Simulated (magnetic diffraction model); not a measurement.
## Magnetic neutron pattern of HoRu2Rh

Space group Cmcm (no. 63), a = 3.8670 Å, b = 17.1470 Å, c = 4.0000 Å.

```csv
site,atom,x,y,z
4c,Ho,0,0.8931,1/4
4c,Rh,0,0.6819,1/4
4c,Ru,0,0.5413,1/4
4c,Ru,1/2,0.7536,1/4
```

The compound is invented for this exercise: a known structure type with other elements, its cell scaled to their sizes and not relaxed.

Only Ho is taken to order (form factors of Ho3+); orders and moment sizes are assumed, and not adapted to the symmetry. Radiation: neutrons of λ = 2.36 Å, 8° to 90°; isotropic B of 0.38 Å² (Ho), 0.46 Å² (Rh) and 0.41 Å² (Ru). The intensities are simulated: I ∝ L Σ (|F_N|² + |F_M⊥|²) for unpolarised neutrons, with F_M = 2.695 fm/μB × Σ f(s) S exp(2πi Q·r) exp(−B s²) at Q = H ± k (one set where k and −k are equivalent), only the part normal to Q counting and L = 1/(sin²θ cos θ). For collinear order S is the moment m, which repeats by lattice and centring translations R with the sign exp(−2πi k·R). Form factors are spin-only for 3d ions and dipole or tabulated for f ions, scattering lengths are Sears's of 1992, and absorption is left out. A label names one of the reflections at its angle. The strongest nuclear line in the range is 100, and lines under 0.2 are left out.

Assume the order k = (0 0 0), collinear moments along [100], 6.9 μB on Ho; signs + at (0, 0.8931, 1/4), + at (1/2, 0.6069, 3/4).

Q: Where does magnetic intensity appear, and how strong is it?

```
2θ (°)     index  nuclear  magnetic
 15.82   (0 2 0)      7.7      15.0
 31.96   (0 4 0)      1.5      56.0
 36.46   (1 1 0)      3.4       3.1
 37.99   (0 2 1)      0.0      91.3
 43.24   (1 3 0)      1.4       4.2
 47.59   (0 4 1)      1.5      11.4
 48.77   (0 6 0)      5.1      11.2
 50.93   (1 1 1)     10.0      19.7
 54.76   (1 5 0)     40.8      23.3
 56.33   (1 3 1)    100.0      39.0
 60.99   (0 6 1)     34.4      20.8
 66.24   (1 5 1)      6.6       1.8
 66.81   (0 8 0)      0.5       5.3
 69.53   (1 7 0)      1.5       0.0
 72.31   (0 0 2)     43.6      12.0
 74.58   (0 2 2)      0.9       1.1
 75.22   (2 0 0)     41.4       0.0
 77.30   (0 8 1)     24.2      13.0
 77.45   (2 2 0)      0.9       0.1
 79.89   (1 7 1)     26.1      30.1
 81.24   (0 4 2)      0.6      15.2
 83.79   (1 1 2)      1.8      17.1
 84.06   (2 4 0)      0.6       2.4
 86.97  (0 10 0)      0.4       6.8
 87.33   (1 9 0)     20.2      12.4
 87.53   (2 2 1)      0.0       6.8
 88.15   (1 3 2)      1.0       4.8
```

The strongest magnetic line in the range is (0 2 1) at 37.99° (91.3). On top of the Lorentz factor, which all lines share, magnetic lines fade with angle because f falls: for Ho3+ it is 0.96, 0.85, 0.71 and 0.44 at sin θ/λ = 0.1, 0.2, 0.3 and 0.5 Å⁻¹, while nuclear lengths stay constant. The net moment is 13.80 μB a primitive cell.

[Logs are printed without paths, hosts, clocks, repeated set-up lines and the standing remarks that a program may print on its own settings, such as how far it seeks lower states.]
